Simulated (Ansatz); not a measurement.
# Lattice dynamics of ScIr3C (Pm-3m), part 2 of 2

Task: relax ScIr3C (Pm-3m), then find its harmonic phonons.

Ansatz 0.2.0; DFT PBEsol, scalar-relativistic, plane waves, PAW; PAW set soft_1.

So far. Step 3 (Tight relaxation): The forces vanish by symmetry and the pressure is 0.007 GPa, within the tolerances set. The cell now holds 19.27 Å³/atom. Step 4 (Zone-centre response): Before it was imposed, the acoustic sum rule was missed by 5.2e-5 eV/Å². Small misses are needed for a sound result but don't prove that mesh and cutoff are converged. The lowest optical mode is imaginary, 340.4i cm⁻¹, so the energy falls along it. The relaxed cell has a = 4.585 Å (conventional setting).

## (5) The dispersion (continued)

Tetrahedra on a 16×16×16 mesh, mean over bins of 10 cm-1. Interpolated from a 4×4×4 q mesh. Phonon density of states against wavenumber; read off at these points:

```
wavenumber (cm⁻¹)  phonon density of states (1/cm⁻¹/cell)
             -345                                  3.0e-5
             -325                                   0.106
             -315                                  0.0526
             -295                                  0.0164
             -265                                       0
             -245                                       0
             -215                                       0
             -185                                       0
             -165                                       0
             -135                                  0.0186
             -115                                  0.0357
              -95                                   0.230
              -85                                   0.176
              -65                                  0.0160
              -35                                 0.00882
               -5                                 0.00498
               15                                 0.00458
               45                                 0.00623
               65                                 0.00775
               95                                  0.0101
              125                                  0.0122
              145                                  0.0134
              175                                  0.0382
              195                                       0
              225                                       0
              245                                       0
              275                                       0
              305                                       0
              325                                       0
              355                                  0.0418
              375                                  0.0465
              395                                  0.0924
              405                                 0.00298
```

The partial phonon density of states has structure finer than the step of the table below, so its rows give means over 25 cm⁻¹, whole bins alone (the curve runs from -350 to 424 cm⁻¹). Peaks (cm⁻¹: height): C -326.0: 0.0964; Ir -92.1: 0.222, 175.8: 0.0298; Sc -126.3: 0.00796, 361.0: 0.0514, 390.2: 0.0561.

Phonopy on the run's constants, 13x13x13 mesh, Gaussian sigma 5.5 cm-1. Interpolated from a 4×4×4 q mesh. Partial phonon density of states against wavenumber; means over each step; values in 1/cm⁻¹/cell:

```
wavenumber (cm⁻¹)        C       Ir       Sc
             -325   0.0750  0.00165   2.4e-5
             -300   0.0328   3.4e-4   1.4e-5
             -275  0.00123   7.1e-6   8.0e-8
             -250        0        0        0
             -225        0        0        0
             -200        0        0        0
             -175        0        0        0
             -150   1.2e-5  0.00196   4.6e-4
             -125   2.0e-4   0.0301  0.00571
             -100   9.4e-4    0.131  0.00239
              -75   8.1e-4   0.0788   9.6e-4
              -50   9.4e-5   0.0130  0.00117
              -25   6.2e-5  0.00646   6.9e-4
                0   2.3e-5  0.00234   2.6e-4
               25   3.2e-5  0.00345   4.3e-4
               50   3.5e-5  0.00593   9.5e-4
               75   1.9e-5  0.00926  0.00156
              100   1.5e-5  0.00512   7.8e-4
              125   1.1e-5   0.0146  0.00189
              150   6.2e-6   0.0140   8.9e-4
              175   6.3e-6   0.0217   4.3e-4
              200        0  0.00101   8.5e-6
              225        0        0        0
              250        0        0        0
              275        0        0        0
              300        0        0        0
              325        0   1.9e-6   1.0e-4
              350   3.5e-6  0.00102   0.0235
              375   6.2e-6  0.00760   0.0454
              400        0  0.00995   0.0322
```

Symmetry leaves 10 wavevectors to solve. The lowest mode among them, the acoustic zeros apart, lies at Γ and is imaginary, 340.4i cm⁻¹, so the energy falls along it.

## (6) Isotope substitution

An isotope changes the mass and not the force constants, so no new electronic calculation is needed; the shifts show which modes move this element.

The same force constants with the mass of C changed from 12.011 to 13.003 u (phonopy, no LO-TO term). Both lists are sorted by frequency; levels can cross, so a row need not hold one and the same mode. Modes under 3 cm⁻¹ are left out. Isotope shifts, by row, the first 40 of 57 rows:

```
       q  rank  natural mass (cm⁻¹)  changed mass (cm⁻¹)
   0 0 0     1               -340.4               -327.6
   0 0 0     2               -340.4               -327.6
   0 0 0     3               -340.4               -327.6
   0 0 0     4               -133.5               -133.5
   0 0 0     5               -133.5               -133.5
   0 0 0     6               -133.5               -133.5
   0 0 0     7               -90.68               -90.68
   0 0 0     8               -90.68               -90.68
   0 0 0     9               -90.68               -90.68
   0 0 0    13                402.3                402.3
   0 0 0    14                402.3                402.3
   0 0 0    15                402.3                402.3
0 0 0.25     1               -329.1               -316.6
0 0 0.25     2               -329.1               -316.6
0 0 0.25     3               -315.3               -303.3
0 0 0.25     4               -132.8               -132.8
0 0 0.25     5               -132.8               -132.8
0 0 0.25     6               -108.6               -108.6
0 0 0.25     7                -94.1                -94.1
0 0 0.25     8               -91.16               -91.15
0 0 0.25     9               -91.16               -91.15
0 0 0.25    10               -42.18               -42.16
0 0 0.25    11               -42.18               -42.16
0 0 0.25    12                108.3                108.3
0 0 0.25    13                377.3                377.3
0 0 0.25    14                399.7                399.7
0 0 0.25    15                399.7                399.7
0 0 -0.5     1               -322.6               -310.3
0 0 -0.5     2               -322.6               -310.3
0 0 -0.5     3               -282.9               -271.9
0 0 -0.5     4               -133.6               -133.6
0 0 -0.5     5               -133.6               -133.6
0 0 -0.5     6               -102.8               -102.8
0 0 -0.5     7               -93.71               -93.64
0 0 -0.5     8               -93.71               -93.64
0 0 -0.5     9               -92.21               -92.21
0 0 -0.5    10               -62.45               -62.45
0 0 -0.5    11               -62.45               -62.45
0 0 -0.5    12                172.6                172.6
0 0 -0.5    13                365.6                365.6
```

A mode of this element alone would shift by -3.89 %. The highest zone-centre frequency without the field goes from 402.3 to 402.3 cm⁻¹ (+0.0 %).

## (7) Summary of results

```
space group after relaxation (within 0.01 Å)            : Pm-3m
volume per atom                                         : 19.3 Å³
electronic character                                    : no gap on this mesh
highest optical mode at the zone centre (no LO-TO term) : 402 cm⁻¹
lowest optical zone-centre mode                         : -340 cm⁻¹
lowest mode on the q mesh (acoustic modes at Γ apart)   : -340 cm⁻¹
highest frequency on the path or at a solved wavevector : 402 cm⁻¹
imaginary modes on the 4×4×4 q mesh                     : yes
```

In words: Modes are clearly imaginary (beyond 10i cm⁻¹) at 10 of the 10 irreducible wavevectors, most at Γ (340.4i cm⁻¹), so this structure is not a minimum of the energy. The optical modes at Γ span -340 to 402 cm⁻¹ (negative means imaginary). The highest mode in this list at Γ, 402.3 cm⁻¹, is mostly motion of Sc (74 % of the kinetic energy). With no gap, or one that is small against the smearing, the frequencies hang on the k mesh and the smearing, most of all near Kohn anomalies. Spin-orbit coupling is left out, which can matter for the heavy elements here. The PAW files were made for PBE and serve the other functionals too. These are harmonic frequencies at zero temperature: anharmonic shifts, linewidths and thermal expansion are left out.

[Logs are printed without paths, hosts, clocks, repeated set-up lines and the standing remarks that a program may print on its own settings, such as how far it seeks lower states.]

[Hosts, paths, dates, database ids (printed as entryN), source tags and the programs' standing remarks are cut or masked in the printed files.]
